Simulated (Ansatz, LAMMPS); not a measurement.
# Amorphous 86SiO2-14P2O5 (mol %) (100 atoms), relaxed: functionals compared

Which bonds does the relaxation leave, and how do the Kohn-Sham gap, forces and pressure change with functional?

Calculated with Ansatz 0.2.0: Kohn-Sham DFT, PBE, PAW (set soft_2), plane waves; cutoff 420 eV, Γ point, fermi-dirac smearing of 0.025 eV.

**The cell**

Density at the start: 2.25 g/cm³. The cell holds 100 atoms: 24 Si, 8 P and 68 O. Cell: a = 11.399 Å, b = 11.399 Å, c = 11.399 Å, α = 90.0°, β = 90.0°, γ = 90.0°. 100 atoms (24 Si, 8 P, 68 O) placed at random at 2.25 g/cm³, melted at 5000 K for 10 ps at fixed volume with the Morse and Coulomb pair potential with partial charges (Pedone, Malavasi, Menziani, Cormack and Segre, J. Phys. Chem. B 110, 11780 (2006)). Quenched from 5000 K to 300 K at 50 K/ps and fixed volume, held 5 ps, then minimised at fixed cell.

Cell and atoms were relaxed with PBE. The walk converged after 19 steps by the program's count, with a largest force component of 0.0141 eV/Å; it began at an r.m.s. force component of 0.99 eV/Å. The edges went from 11.399, 11.399, 11.399 to 11.203, 11.148, 11.259 Å, and the volume from 14.813 to 14.057 Å³ an atom (-5.1 %).

The input of the reference single point:

```yaml
crystal:
  lattice:
    - [11.20198, 0.03087, -0.11257]
    - [0.03087, 11.1476, -0.02202]
    - [-0.11257, -0.02202, 11.25805]
  atoms:
    - { symbol: Si, position: [0.74132, 0.44296, 0.49634] }
    - { symbol: Si, position: [0.54407, 0.94494, 0.153] }
    - { symbol: Si, position: [0.47926, 0.56662, 0.5109] }
    - { symbol: Si, position: [0.91517, 0.6244, 0.61498] }
    [... 94 atom lines left out ...]
    - { symbol: O, position: [0.87198, 0.65095, 0.12882] }
    - { symbol: O, position: [0.66891, 0.38886, 0.81881] }
kpoints:
  mp_grid: { grid: [1, 1, 1] }
hamiltonian:
  xc: pbe
scf:
  occupations: { method: fermi_dirac, width: 0.025 }
output:
  forces: true
  stress: true
  populations: true
  dos:
    method: { smearing: { sigma: 0.08 } }
    de: 0.05
    projected: { site_lists: { O: [O], P: [P], Si: [Si] } }
  eigenvalues: true
  write_density: true
  write_potential: true
  volumetric_format: npy
```

**Bonds after relaxation**

Bonds by pair of elements; cutoffs follow the first minimum of g(r), held within bounds set by covalent radii, and pairs that aren't listed don't count as bonded:

```
pair A-B  cutoff (Å)  bonds  mean length (Å)  spread (Å)  shortest (Å)  B about A  A about B
    O-Si        2.12     97             1.64       0.032          1.59       1.43       4.04
     O-P        2.08     32             1.55       0.056          1.46      0.471          4
```

How many atoms have how many bonded neighbours:

```
element  mean  1   2   4  5
      O  1.90  7  61   0  0
      P     4  0   0   8  0
     Si  4.04  0   0  23  1
```

**Levels of theory**

Single points at the relaxed geometry:

| functional | k-mesh | Kohn-Sham gap (eV) | pressure (GPa) | r.m.s. force component (eV/Å) | SCF cycles | time |
| --- | --- | --- | --- | --- | --- | --- |
| PBE | 1×1×1 | 3.937 | -0.01 | 0.004 | 9 | 26 s |
| HSE06 | 1×1×1 | 5.709 | -5.28 | 0.252 | 16 | 5.9 min |
| r2SCAN | 1×1×1 | 4.597 | -5.05 | 0.190 | 10 | 68 s |
| PBEsol | 1×1×1 | 3.904 | -2.61 | 0.066 | 10 | 26 s |

The gap is that between the highest filled and lowest empty Kohn-Sham level on the run's k-points. Cutoffs: 420 eV for PBE, HSE06 and PBEsol; 500 eV for r2SCAN. Times come from shared hosts and are rough.

**Findings**

By these cutoffs 90 % of O atoms have 2, 100 % of P atoms have 4 and 96 % of Si atoms have 4 neighbours. The Kohn-Sham gap is 3.94 eV with PBE on the 1×1×1 mesh. On the 1×1×1 mesh HSE06 changes the gap by +1.77 eV against PBE. On the reference's mesh the gap changes with r2SCAN by +0.66 eV and PBEsol by -0.03 eV. Against the reference the pressure changes with HSE06 by -5.3 GPa, r2SCAN by -5.0 GPa and PBEsol by -2.6 GPa; a negative change means a smaller volume than PBE would take.

Limits: All single points share the geometry relaxed with PBE. The volume changed by -5.1 % on relaxing; in so small a cell, on this mesh and at this cutoff, the relaxed density is rough. One sample; tail or defect levels can set the gap of a disordered cell. The quench rate of 50 K/ps is many orders above laboratory rates, so the cell is likely richer in defects and strain than a real sample. The network of bonds at the start is that of the classical potential that made the cell, and needn't be the one that DFT or experiment would give. In some runs the program notes that the exchange-correlation potential is rough where the density is thin, the exchange threshold is loose for the stress and the SCF threshold is loose for the stress.

[Logs are printed without paths, hosts, clocks, repeated set-up lines and the standing remarks that a program may print on its own settings, such as how far it seeks lower states.]

[Hosts, paths, dates, database ids (printed as entryN), source tags and the programs' standing remarks are cut or masked in the printed files.]
